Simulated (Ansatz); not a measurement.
# Electron scattering at the Σ5 (210) boundary in fcc Cu, starting shift (0.33, 0)

Aim: the relaxed structure and the specific resistance of the Σ5 (210) boundary in fcc Cu, starting shift (0.33, 0).

Method: Ansatz plane-wave DFT, PBE, PAW files; relaxation of a bicrystal slab with its lowest layers held; PAW set soft_1, in the first sound run; inputs show where later runs differ, in Ansatz 0.2.0.

Report form: the programs' logs are mostly left out.

## 1. The starting structure

The cell holds 23 atoms: 23 Cu. Cell: a = 4.427 Å, b = 3.615 Å, c = 29.742 Å, α = 90.0°, β = 90.0°, γ = 65.9°. It derives from Cu. built on the (2 1 0) plane; 2 overlapping atoms removed and the grains opened by 0.15 Å. Vacuum lies along c.

## 2. Relaxing the bicrystal

The boundary is built by mirroring the lower grain in the boundary plane and removing any atoms that overlap. A thin bicrystal slab is relaxed first, with the lowest layers held and the upper grain free to shift and open.

input.yaml reads:

```yaml
crystal:
  lattice:
    - [4.4274037203, 0.0, 0.0]
    - [1.4758012401, 3.2999918941, 0.0]
    - [0.0, 0.0, 29.7415814808]
  atoms:
    - { symbol: Cu, position: [1.0e-10, 0.9999999999, 0.1681147992] }
    - { symbol: Cu, position: [0.6000000001, 0.6999999999, 0.1952932339] }
    - { symbol: Cu, position: [0.2000000001, 0.3999999999, 0.2224716686] }
    - { symbol: Cu, position: [0.8000000001, 0.0999999999, 0.2496501033] }
    - { symbol: Cu, position: [0.4000000001, 0.7999999999, 0.276828538] }
    - { symbol: Cu, position: [1.0e-10, 0.5, 0.3040069727] }
    - { symbol: Cu, position: [0.6000000001, 0.2, 0.3311854073] }
    - { symbol: Cu, position: [0.2, 0.9, 0.358363842] }
    - { symbol: Cu, position: [0.8, 0.6, 0.3855422767] }
    - { symbol: Cu, position: [0.4, 0.3, 0.4127207114] }
    - { symbol: Cu, position: [0.0, 0.0, 0.4398991461] }
    - { symbol: Cu, position: [0.13, 0.6, 0.4992994594] }
    - { symbol: Cu, position: [0.53, 0.9, 0.5264778941] }
    - { symbol: Cu, position: [0.9300000001, 0.2, 0.5536563288] }
    - { symbol: Cu, position: [0.3300000001, 0.5, 0.5808347634] }
    - { symbol: Cu, position: [0.7300000001, 0.7999999999, 0.6080131981] }
    - { symbol: Cu, position: [0.1300000001, 0.0999999999, 0.6351916328] }
    - { symbol: Cu, position: [0.5300000001, 0.3999999999, 0.6623700675] }
    - { symbol: Cu, position: [0.9300000001, 0.6999999999, 0.6895485022] }
    - { symbol: Cu, position: [0.3300000001, 0.9999999999, 0.7167269369] }
    - { symbol: Cu, position: [0.7300000002, 0.2999999999, 0.7439053715] }
    - { symbol: Cu, position: [0.1300000002, 0.5999999999, 0.7710838062] }
    - { symbol: Cu, position: [0.5300000002, 0.8999999999, 0.7982622409] }
kpoints:
  mp_grid: { grid: [7, 7, 1] }
hamiltonian:
  xc: pbe
  pseudopotentials: { kind: paw, azcp: { folder: soft_1 } }
scf:
  occupations: { method: fermi_dirac, width: 0.1 }
relax:
  f_tol: 0.03
  max_steps: 80
  constraints: [{ sites: [0, 1, 2, 3] }]
```

The run is started by

```console
ansatz run input.yaml --threads 4 --pin off --max-ram 15360MiB --backend cpu --events-out ev --progress --plain --runs-dir out
```

It took 17 min on 4 threads of Intel Xeon Platinum 8375C at 2.90GHz (Ice Lake), shared host; peak memory 3.7 GiB.

The steps of the relaxation:

| step | energy less that of the first step (eV) | largest force component (eV/Å) |
| --- | --- | --- |
| 1 | 0.0000 | 1.1322 |
| 2 | -0.3252 | 0.8473 |
| 3 | -0.6164 | 0.2458 |
| 4 | -0.7293 | 0.1835 |
| 5 | -0.8122 | 0.0806 |
| 6 | -0.8613 | 0.0715 |
| 7 | -0.8970 | 0.0490 |
| 8 | -0.9161 | 0.0574 |
| 9 | -0.9266 | 0.1647 |
| 10 | -0.9387 | 0.0571 |
| 11 | -0.9415 | 0.1108 |
| 12 | -0.9469 | 0.0627 |
| 13 | -0.9484 | 0.0119 |
| 14 | -0.9484 | 0.0119 |
| 15 | -0.9493 | 0.0132 |
| 16 | -0.9500 | 0.0082 |

The atoms that moved most (Å):

| atom | dx | dy | dz | length |
| --- | --- | --- | --- | --- |
| Cu13 | 0.772 | -1.008 | -0.658 | 1.430 |
| Cu15 | 0.764 | -1.005 | -0.507 | 1.361 |
| Cu16 | 0.744 | -0.996 | -0.545 | 1.357 |
| Cu23 | 0.701 | -0.978 | -0.621 | 1.354 |
| Cu14 | 0.735 | -0.993 | -0.549 | 1.351 |
| Cu12 | 0.788 | -1.016 | -0.395 | 1.345 |
| Cu17 | 0.739 | -0.994 | -0.521 | 1.344 |
| Cu18 | 0.737 | -0.994 | -0.509 | 1.338 |

Numbers from this step:

* free energy: -152375.4958 eV
* energy at zero smearing: -152375.3725 eV
* Fermi energy: 8.637 eV

The largest force component on a free atom ends at 0.0082 eV/Å, under the tolerance of 0.03, after 16 steps.

## 3. Transmission across the boundary

Bulk layers of each grain are laid under and over the relaxed boundary, and a lead is named in the middle of each, away from the free faces. The mesh across the current, 20×20, is finer than the density's, because channels open and close sharply across the zone. Energies from -0.1 to 0.1 eV in steps of 0.05 eV are too few for the program's thermal sum, so it prints no conductance; for a metal the transmission near the Fermi level serves, at a fraction of the cost.

This step: Ansatz plane-wave DFT, PBE, PAW files; ballistic transport by layer matching (Landauer), zero bias; boundary relaxed in a short slab, bulk layers laid on; PAW set soft_1 (Ansatz 0.2.0).

System of this step: Σ5 (210) boundary in fcc Cu, starting shift (0.33, 0). The cell holds 53 atoms: 53 Cu. Cell: a = 4.427 Å, b = 3.615 Å, c = 50.470 Å, α = 90.0°, β = 90.0°, γ = 65.9°. It derives from Cu. Regions: lower grain, 22 atoms (22 Cu); boundary, 14 atoms (14 Cu); upper grain, 17 atoms (17 Cu). Vacuum lies along c.

input.yaml reads:

```yaml
crystal:
  lattice:
    - [4.4274037203, 0.0, 0.0]
    - [1.4758012401, 3.2999918941, 0.0]
    - [0.0, 0.0, 50.4700943475]
  atoms:
    - { symbol: Cu, position: [-17.3999999996, 8.6999999997, 0.0792548548] }
    - { symbol: Cu, position: [-16.7999999996, 8.3999999997, 0.0952708667] }
    - { symbol: Cu, position: [-16.1999999996, 8.0999999997, 0.1112868785] }
    - { symbol: Cu, position: [-15.5999999996, 7.7999999997, 0.1273028904] }
    - { symbol: Cu, position: [-14.9999999996, 7.4999999997, 0.1433189023] }
    - { symbol: Cu, position: [-14.3999999997, 7.1999999997, 0.1593349141] }
    - { symbol: Cu, position: [-13.7999999997, 6.8999999998, 0.175350926] }
    - { symbol: Cu, position: [-13.1999999997, 6.5999999998, 0.1913669378] }
[... 41 atom lines left out ...]
    - { symbol: Cu, position: [-12.0027494035, 5.9987996376, 0.8726971096] }
    - { symbol: Cu, position: [-12.6027494035, 6.2987996376, 0.8887131215] }
    - { symbol: Cu, position: [-13.2027494034, 6.5987996375, 0.9047291333] }
    - { symbol: Cu, position: [-13.8027494034, 6.8987996375, 0.9207451452] }
kpoints:
  mp_grid: { grid: [8, 8, 1] }
hamiltonian:
  xc: pbe
  pseudopotentials: { kind: paw, azcp: { folder: soft_1 } }
scf:
  occupations: { method: fermi_dirac, width: 0.1 }
output:
  transmission:
    leads: [[12, 13], [43, 44]]
    kmesh: [20, 20]
    e_range: [-0.1, 0.1]
    de: 0.05
  write_potential: true
  write_density: true
  volumetric_format: npy
  elf: true
```

Run time: 25 min. Hardware: 4 threads; peak memory 14 GiB; 1.5 h of CPU time.

Numbers from this step:

- free energy: -351131.0653 eV
- energy at zero smearing: -351130.7893 eV
- Fermi energy: 13.25 eV
- cell area: 14.61 Å²
- transmission per spin nearest the Fermi level: 1.828
- open channels per spin nearest the Fermi level: 2.127
- open channels per spin, upper lead: 2.127
- step of the lead's potential: 6 meV
- step of the upper lead's potential: 7.1 meV

Per spin. The transmission, zone mean by energy, zero at the Fermi level:

| energy (eV) | transmission, zone mean |
| --- | --- |
| -0.1000 | 1.85 |
| -0.0500 | 1.83 |
| 0.0000 | 1.83 |
| 0.0500 | 1.84 |
| 0.1000 | 1.82 |

Per spin. Table of open channels, zone mean, lead = upper lead by energy, zero at the Fermi level:

| energy (eV) | open channels, zone mean, lead = upper lead |
| --- | --- |
| -0.1000 | 2.14 |
| -0.0500 | 2.12 |
| 0.0000 | 2.13 |
| 0.0500 | 2.15 |
| 0.1000 | 2.15 |

Transmission over k1 and k2. At 0.0000 eV from the Fermi level.

Ten even steps from '_' (0.83) to '@' (2.85):
```
____..##@@@@##..________##@@@@@@@@##____
....##@@@@@@##....__##%%##%%%%%%##%%##__
@@@@@@@@@@@@@@@@@@@@**++==____==++**@@@@
@@@@@@@@@@@@@@@@@@##______________##@@@@
@@@@@@@@@@@@@@##++________________++##@@
%%@@@@@@%%**++++++______________++++++**
++++++++++++++++--____________--++++++++
++++++++++++++++______________++++++++++
++++++++++++++________________++++++++++
++++++++++++==::__________::==++++++++++
++++++++++++________________++++++++++++
++++++++++++______________++++++++++++++
++++++++++--____________--++++++++++++++
%%**++++++______________++++++**%%@@@@@@
@@@@##++________________++##@@@@@@@@@@@@
@@@@@@##______________##@@@@@@@@@@@@@@@@
@@@@@@**++==____==++**@@@@@@@@@@@@@@@@@@
..__##%%##%%%%%%##%%##__....##@@@@@@##..
______##@@@@@@@@##________..##@@@@##..__
______..@@@@@@..__________..@@@@@@..____
```
Columns: k1 (b1) from -0.5 to 0.45; rows upwards: k2 (b2) from -0.5 to 0.45.

Open channels over k1 and k2. At 0.0000 eV from the Fermi level.

Values, 12 rows by 16 columns, each cell a mean:
```
2.00 2.16 2.76 3.00 3.00 2.60 2.00 2.00 2.40 2.64 3.00 3.00 3.00 3.00 2.64 2.08
2.80 2.88 3.00 3.00 3.00 2.92 2.80 2.80 2.48 2.00 1.64 1.40 2.00 2.40 3.00 2.84
3.00 3.00 3.00 3.00 3.00 3.00 2.64 1.92 1.00 1.00 1.00 1.00 1.00 1.56 2.76 3.00
2.60 2.60 2.60 2.60 2.48 2.00 2.00 1.20 1.00 1.00 1.00 1.00 1.52 2.00 2.00 2.48
2.00 2.00 2.00 2.00 2.00 1.92 1.80 1.16 1.00 1.00 1.00 1.48 2.00 2.00 2.00 2.00
2.00 2.00 2.00 2.00 2.00 1.84 1.24 1.00 1.00 1.00 1.36 1.60 2.00 2.00 2.00 2.00
2.00 2.00 2.00 2.00 1.88 1.24 1.00 1.00 1.00 1.16 1.40 1.88 2.00 2.00 2.00 2.00
2.20 2.12 2.00 2.00 1.68 1.12 1.00 1.00 1.00 1.40 2.00 2.00 2.20 2.20 2.20 2.20
3.00 2.84 2.24 1.52 1.00 1.00 1.00 1.00 1.00 1.40 2.36 2.60 3.00 3.00 3.00 3.00
3.00 3.00 3.00 1.72 1.32 1.00 1.24 1.40 2.04 3.00 3.00 3.00 3.00 3.00 3.00 3.00
2.20 2.44 2.92 2.84 2.76 2.60 2.72 2.64 2.68 2.20 2.20 2.84 3.00 3.00 2.88 2.32
2.00 2.00 2.24 2.88 3.00 2.76 2.40 2.08 2.00 2.00 2.00 2.80 3.00 2.76 2.16 2.00
```
Columns: k1 (b1) from -0.5 to 0.45; rows upwards: k2 (b2) from -0.5 to 0.45.

Electrostatic potential energy in the cb plane at fractional x = 0.196, with atoms of Cu within 0.2 Å of it. With pseudopotentials it is smooth inside the atoms' cores, unlike the true potential.

Ten even steps from '0' (-51 eV) to '9' (18 eV), each cell a mean:
```
99986789840016998778999998678984001699999999
99987799851027998778999998778996102699999999
89999999986568999899998999999998656899999999
46899988999999988999854689998899999999999999
02699877899999877898510169987789999999999999
01699877899999867898400169987789999999999999
24899988999999888999732489998899999999999999
78999999987789999999987899999999778999999999
99988899962137999889999998889996313799999999
```
Columns run along c (16.0 Å, from fractional 0.68 to 1.00 of the cell; values clipped at the 3rd and 97th percentile), rows up along b (3.6 Å). Atoms in or near the plane, at fractional coordinates: Cu at (0.76, 0.90), Cu at (0.84, 0.40), Cu at (0.92, 0.90).

Valence density in the cb plane at fractional x = 0.196, with atoms of Cu within 0.2 Å of it. It is the smooth field of the valence electrons, not physical close to the nuclei.

Values in e/Å³, 5 rows by 16 columns, each cell a mean:
```
 0  1  0  8 20  0  1  0  0  1  0  8 20  0  0  0
 1  0  0  1  1  0  0  0  1  0  0  1  1  0  0  0
15  0  1  0  0  1  0  6 15  0  1  0  0  0  0  0
 9  0  0  0  0  0  0  4  9  0  0  0  0  0  0  0
 0  0  0  2  3  0  0  0  0  0  0  2  3  0  0  0
```
Columns run along c (16.0 Å, from fractional 0.68 to 1.00 of the cell), rows up along b (3.6 Å). Atoms in or near the plane, at fractional coordinates: Cu at (0.76, 0.90), Cu at (0.84, 0.40), Cu at (0.92, 0.90).

ELF in the cb plane at fractional x = 0.196, with atoms of Cu within 0.2 Å of it. It is the smooth field of the valence electrons, not physical close to the nuclei.

Ten even steps from '0' (0.00) to '9' (0.69), each cell a mean:
```
33222223225932222222333322222222594211100000
33322223223522332222333332222322352211100000
22332233322222333223322233223332222211100000
22233222332223322333222223322233322211000000
63233222233332222232246323322223433211000000
93223222233332222232258322322223433211000000
22233222233233222233222223322223322211000000
22333233322223333333322233323333222211100000
33322223322322332222333332222332232211100000
```
Columns run along c (16.0 Å, from fractional 0.68 to 1.00 of the cell), rows up along b (3.6 Å). Atoms in or near the plane, at fractional coordinates: Cu at (0.76, 0.90), Cu at (0.84, 0.40), Cu at (0.92, 0.90).

Over the solved energies the transmission per spin lies between 1.82 and 1.85, out of 2.14 channels of the lead on average (up to 2.15).

## 4. Specific resistance

This step: Ansatz plane-wave DFT, PBE, PAW files; ballistic transport by layer matching (Landauer), zero bias; specific resistance of the boundary; PAW set soft_1 (Ansatz 0.2.0).

This step gave:

```
area resistance                      : 0.1461 fΩ m²
T over the leads' mean channel count : 0.8580
```

Averaged over the energies near the Fermi level, 85.8 % of the channels pass, which makes 0.146 fΩ m².

By hand, with T and the leads' channels N averaged over the energies near the Fermi level: RA = A (h/2e²)(1/T − ½[1/N₁ + 1/N₂]) = 14.61×10⁻²⁰ m² × 12 906 Ω × (1/1.832 − ½[1/2.136 + 1/2.136]) = 0.146 fΩ m².

## 5. Single-crystal slab for reference

The free faces cost energy too. A single-crystal slab with the same faces and held layers is relaxed, so that they cancel.

This step: Ansatz plane-wave DFT, PBE, PAW files; relaxation of a single-crystal slab with its lowest layers held; PAW set soft_1 (Ansatz 0.2.0).

System of this step: Cu slab, plane (2, 1, 0). The cell holds 24 atoms: 24 Cu. Its edges and angles: a = 4.427 Å, b = 3.615 Å, c = 29.592 Å, α = 90.0°, β = 90.0°, γ = 65.9°. It derives from Cu. Vacuum lies along c.

input.yaml reads:

```yaml
crystal:
  lattice:
    - [4.4274037203, 0.0, 0.0]
    - [1.4758012401, 3.2999918941, 0.0]
    - [0.0, 0.0, 29.5915814808]
  atoms:
    - { symbol: Cu, position: [0.2000000003, 0.8999999998, 0.1689669747] }
    - { symbol: Cu, position: [0.8000000003, 0.5999999998, 0.1962831771] }
    - { symbol: Cu, position: [0.4000000003, 0.2999999998, 0.2235993796] }
    - { symbol: Cu, position: [3.0e-10, 0.9999999998, 0.250915582] }
    - { symbol: Cu, position: [0.6000000003, 0.6999999998, 0.2782317844] }
    - { symbol: Cu, position: [0.2000000003, 0.3999999998, 0.3055479868] }
    - { symbol: Cu, position: [0.8000000002, 0.0999999998, 0.3328641892] }
    - { symbol: Cu, position: [0.4000000002, 0.7999999999, 0.3601803916] }
    - { symbol: Cu, position: [2.0e-10, 0.4999999999, 0.3874965941] }
    - { symbol: Cu, position: [0.6000000002, 0.1999999999, 0.4148127965] }
    - { symbol: Cu, position: [0.2000000002, 0.8999999999, 0.4421289989] }
    - { symbol: Cu, position: [0.8000000002, 0.5999999999, 0.4694452013] }
    - { symbol: Cu, position: [0.4000000002, 0.2999999999, 0.4967614037] }
    - { symbol: Cu, position: [1.0e-10, 0.9999999999, 0.5240776062] }
    - { symbol: Cu, position: [0.6000000001, 0.6999999999, 0.5513938086] }
    - { symbol: Cu, position: [0.2000000001, 0.3999999999, 0.578710011] }
    - { symbol: Cu, position: [0.8000000001, 0.0999999999, 0.6060262134] }
    - { symbol: Cu, position: [0.4000000001, 0.7999999999, 0.6333424158] }
    - { symbol: Cu, position: [1.0e-10, 0.5, 0.6606586182] }
    - { symbol: Cu, position: [0.6000000001, 0.2, 0.6879748207] }
    - { symbol: Cu, position: [0.2, 0.9, 0.7152910231] }
    - { symbol: Cu, position: [0.8, 0.6, 0.7426072255] }
    - { symbol: Cu, position: [0.4, 0.3, 0.7699234279] }
    - { symbol: Cu, position: [0.0, 0.0, 0.7972396303] }
kpoints:
  mp_grid: { grid: [7, 7, 1] }
hamiltonian:
  xc: pbe
  pseudopotentials: { kind: paw, azcp: { folder: soft_1 } }
scf:
  occupations: { method: fermi_dirac, width: 0.1 }
relax:
  f_tol: 0.03
  max_steps: 80
  constraints: [{ sites: [0, 1, 2, 3] }]
```

Wall time 2.6 min (4 threads); peak memory 3.2 GiB; 10 min of CPU time.

The steps of the relaxation:

| step | energy less that of the first step (eV) | largest force component (eV/Å) |
| --- | --- | --- |
| 1 | 0.0000 | 0.5361 |
| 2 | -0.0301 | 0.3381 |
| 3 | -0.0506 | 0.0571 |
| 4 | -0.0519 | 0.0140 |

The atoms that moved most (Å):

| atom | dx | dy | dz | length |
| --- | --- | --- | --- | --- |
| Cu22 | 0.012 | -0.005 | 0.159 | 0.160 |
| Cu23 | 0.029 | -0.013 | 0.114 | 0.119 |
| Cu21 | 0.039 | -0.017 | 0.100 | 0.109 |
| Cu19 | 0.018 | -0.008 | 0.105 | 0.107 |
| Cu20 | 0.034 | -0.015 | 0.099 | 0.106 |
| Cu18 | 0.015 | -0.007 | 0.096 | 0.097 |
| Cu17 | 0.016 | -0.007 | 0.086 | 0.087 |
| Cu16 | 0.014 | -0.006 | 0.081 | 0.082 |

Final coordinates:

```xyz
24
Lattice="4.4274 0.0000 0.0000 1.4758 3.3000 0.0000 0.0000 0.0000 29.5916" Properties=species:S:1:pos:R:3
Cu    2.2137    2.9700    5.0000
Cu    4.4274    1.9800    5.8083
Cu    2.2137    0.9900    6.6167
Cu    1.4758    3.3000    7.4250
Cu    3.6937    2.3081    8.2520
Cu    1.4859    1.3155    9.0618
Cu    3.7037    0.3236    9.8706
Cu    2.9637    2.6346   10.6920
Cu    0.7496    1.6447   11.5045
Cu    2.9620    0.6553   12.3153
Cu    2.2230    2.9659   13.1381
Cu    4.4368    1.9758   13.9502
Cu    2.2275    0.9838   14.7604
Cu    1.4902    3.2935   15.5722
Cu    3.7037    2.3037   16.3952
Cu    1.4895    1.3138   17.2058
Cu    3.7051    0.3230   18.0190
Cu    2.9662    2.6335   18.8375
Cu    0.7561    1.6418   19.6546
Cu    2.9851    0.6450   20.4576
Cu    2.2525    2.9526   21.2664
Cu    4.4396    1.9746   22.1342
Cu    2.2431    0.9768   22.8973
Cu    0.0479   -0.0214   23.5873
```

Numbers from this step:

* free energy: -159001.5044 eV
* energy at zero smearing: -159001.3810 eV
* Fermi energy: 9.258 eV

The largest force component on a free atom ends at 0.014 eV/Å, under the tolerance of 0.03, after 4 steps.

## 6. Bulk reference

The perfect crystal gives the energy per atom, for the atoms by which bicrystal and slab differ.

This step: Ansatz plane-wave DFT, PBE, PAW files; bulk reference; PAW set soft_1 (Ansatz 0.2.0).

System of this step: Cu. The structure is cubic, space group Fm-3m (No. 225). Conventional cell: a = 3.615 Å, b = 3.615 Å, c = 3.615 Å, α = 90.00°, β = 90.00°, γ = 90.00°. Nearest to Cu lie 12 Cu at 2.56 Å.

input.yaml, the sections that differ from step 5:

```yaml
crystal:
  lattice:
    - [0.0, 1.80748, 1.80748]
    - [1.80748, 0.0, 1.80748]
    - [1.80748, 1.80748, 0.0]
  atoms:
    - { symbol: Cu, position: [0.0, 0.0, 0.0] }
kpoints:
  mp_grid: { grid: [21, 21, 21] }
# hamiltonian, scf: as in step 5
# relax: removed
```

Run time: 0.62 s. Hardware: 4 threads; peak memory 0.37 GiB; 1.9 s of CPU time.

This step gave:

```
free energy             : -6625.1873 eV
energy at zero smearing : -6625.1819 eV
Fermi energy            : 16.38 eV
```

## 7. Boundary energy

This step: Ansatz plane-wave DFT, PBE, PAW files; bicrystal less single-crystal slab less bulk atoms, a boundary area; PAW set soft_1 (Ansatz 0.2.0).

This step gave:

- excess energy of the cell: 0.8266 eV
- boundary energy: 0.9064 J/m²

The boundary costs 0.91 J/m².

By hand: 0.827 eV / 14.61 Å² × 16.02 = 0.906 J/m².

## 8. Results

```json
{"specific resistance of the boundary": "0.146 fΩ m²", "share of channels that pass": "0.858", "boundary energy": "0.906 J/m²"}
```

The boundary has a specific resistance of 0.15 fΩ m² and an energy of 0.91 J/m². The boundary reflects 14 % of the channels; 0.15 fΩ m² is 1.5×10⁻¹² Ω·cm². That equals the resistance of 8.5 nm of bulk Cu at 300 K (measured 1.725 µΩ cm, CRC Handbook of Chemistry and Physics, 84th ed., 2003, Electrical Resistivity of Pure Metals). In the relaxation the upper grain slid sideways by about 1.2 Å, so the result belongs to the position that it found, not to the starting one. One starting structure was relaxed; another shift or atom count at the boundary may lie lower.

[Logs are printed without paths, hosts, clocks, repeated set-up lines and the standing remarks that a program may print on its own settings, such as how far it seeks lower states.]

[Hosts, paths, dates, database ids (printed as entryN), source tags and the programs' standing remarks are cut or masked in the printed files.]
